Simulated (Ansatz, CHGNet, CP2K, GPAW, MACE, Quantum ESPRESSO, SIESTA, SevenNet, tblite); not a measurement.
# What went wrong? Quantum ESPRESSO on random packing of 77TeO2-23ZnO (mol %) (86 atoms)

Program: Quantum ESPRESSO 7.5, a calculation on a cell of 24 Te, 55 O and 7 Zn, 15.0 Å³ an atom.

pw.in reads:

```
&control
  calculation = 'scf'
  pseudo_dir = './pseudo'
  outdir = './tmp'
  disk_io = 'none'
  tprnfor = .true.
  tstress = .true.
/
&system
  ibrav = 0
  nat = 86
  ntyp = 3
  ecutwfc = 60
  ecutrho = 480
  nosym = .true.
  occupations = 'smearing'
  smearing = 'fd'
  degauss = 0.003675
  nbnd = 159
/
&electrons
  conv_thr = 4.3e-07
  electron_maxstep = 50
  mixing_beta = 0.4
  mixing_mode = 'plain'
  diagonalization = 'david'
/
ATOMIC_SPECIES
Te 127.600 Te.upf
O 15.999 O.upf
Zn 65.380 Zn.upf
CELL_PARAMETERS angstrom
10.89410 0.00000 0.00000
0.00000 10.89410 0.00000
0.00000 0.00000 10.89410
ATOMIC_POSITIONS crystal
Te 0.18250 0.92575 0.02781
Te 0.65123 0.49037 0.96611
Te 0.93159 0.95351 0.98237
Te 0.64153 0.84789 0.45729
Te 0.68170 0.41016 0.45014
Te 0.91053 0.60424 0.35000
Te 0.90912 0.42157 0.92333
Te 0.37176 0.10142 0.01476
Te 0.77785 0.17666 0.83812
Te 0.22434 0.09883 0.33951
[... 72 atom lines left out ...]
Zn 0.02464 0.19752 0.89305
Zn 0.46745 0.59706 0.83116
Zn 0.25020 0.78812 0.26110
Zn 0.49617 0.31751 0.06665
K_POINTS gamma
```

The run is started by

```bash
$ OMP_NUM_THREADS=1 mpirun -np 4 pw.x -in pw.in > output.txt
```

The program printed:

```text
Program PWSCF
     gamma-point specific algorithms are used
 %%%%%%%%%%%%%%%%%%%%%%%%%%%%%%%%%%%%%%%%%%%%%%%%%%%%%%%%%%%%%%%%%%%%%%%%%%%%%%
     Error in routine setup (1):
     too few bands
 %%%%%%%%%%%%%%%%%%%%%%%%%%%%%%%%%%%%%%%%%%%%%%%%%%%%%%%%%%%%%%%%%%%%%%%%%%%%%%
```

Run time: 0.67 s. Hardware: 4 MPI ranks of Arm Neoverse V1, shared host; peak memory 0.46 GiB.

Banners, paths, timers and routine set-up lines are dropped from the logs unmarked, and long logs keep their key lines alone; longer cuts are marked.

Q: Find the fault and mend it.

Too few bands: bands 159. Mend: ask for at least half as many bands as electrons, and some more for the smearing.

The program stopped at the start.

[Also dropped from logs without a mark: logging warnings of Python, and SIESTA's first energy breakdown and zero terms.]

[Logs are printed without paths, hosts, clocks, repeated set-up lines and the standing remarks that a program may print on its own settings, such as how far it seeks lower states.]

[Hosts, paths, dates, database ids (printed as entryN), source tags and the programs' standing remarks are cut or masked in the printed files.]
